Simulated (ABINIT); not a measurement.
**Quasiparticle gap of WS2 (Tungstenite) in ABINIT**

The structure is trigonal, space group R3m (No. 160). Conventional cell: a = 3.158 Å, b = 3.158 Å, c = 18.490 Å, α = 90.00°, β = 90.00°, γ = 120.00°. Nearest to W lie 6 S at 2.39 to 2.42 Å. S has 3 W at 2.39 Å nearest. Nearest to S lie 3 W at 2.42 Å. Farther neighbours, and contacts between anions beyond the nearest, are not listed.

```xyz
3
Lattice="1.5790 0.9116 6.1633 -1.5790 0.9116 6.1633 0.0000 -1.8233 6.1633" Properties=species:S:1:pos:R:3 pbc="T T T"
W     0.0000    0.0000    0.0000
S     0.0000    0.0000    4.6170
S     0.0000    0.0000    7.7473
```

| Property | Result |
| --- | --- |
| method | RPA screening on LDA, plane waves, norm-conserving pseudopotentials (and 2 further levels or steps) |
| program | ABINIT 10.8.3 |
| settings | cutoff 29 Ha, PseudoDojo scalar-relativistic 0.4.1 standard, norm-conserving, ngkpt (4, 4, 4), nband 43, ecuteps 3.2 Ha, inclvkb 2, shiftk (0, 0, 0), symchi 1, awtr 1, frequency ppm, 4×4×4 k-mesh |
| cost | 5 runs, 10 min in all on 4 MPI ranks of Intel Xeon at 2.80GHz (Skylake/Cascade Lake), shared host |
| notes | The program’s warnings: nkpt*nsppol () is not a multiple of nproc spkpt (). The cell and positions come from the Crystallography Open Database and are kept as given unless a step says otherwise. Limits: no spin-orbit coupling. |
| LDA gap | 0.94 eV, indirect |
| G0W0 gap on the mesh | 1.83 eV |
| G0W0 gap over the zone (rigid shift) | 1.48 eV |
| GW settings | 4×4×4 mesh, 43 bands, screening to 87.1 eV, Godby-Needs plasmon pole |
| known limits | short of the basis limit; no spin-orbit coupling |

G0W0 moves the gap on the mesh from 1.30 eV to 1.83 eV (+0.54 eV), with Z of 0.79 and 0.80 at the edges. The mesh misses the band edges by 0.35 eV in all; a rigid shift gives 1.48 eV for the zone.

[Long decimals in the printed logs are rounded to 6 places.]

[Logs are printed without paths, hosts, clocks, repeated set-up lines and the standing remarks that a program may print on its own settings, such as how far it seeks lower states.]

[Paths, hosts, dates, memory and timing lines, banners, echoed tables and standing remarks are left out of the program output; an Ansatz launch command may be rebuilt from the run's recorded settings. Measured values are a selection of at most five: reports struck by readers or far from the other reports are left out. None is set beside runs whose start may be inverted or whose files or cutoffs have a known fault.]

[Runs of the session that timed out or met a known fault of the program may be left out.]

[Hosts, paths, dates, database ids (printed as entryN), source tags and the programs' standing remarks are cut or masked in the printed files.]

[G0W0 gaps are taken among the corrected bands and points alone; a level outside them can change the order at an edge.]

[Where Ansatz stands beside ABINIT at settings called matched, ABINIT's density can come from a denser mesh and the files from another edition; pairs whose starting gaps differed by over 0.03 eV were left out, so agreement reads better than it is.]
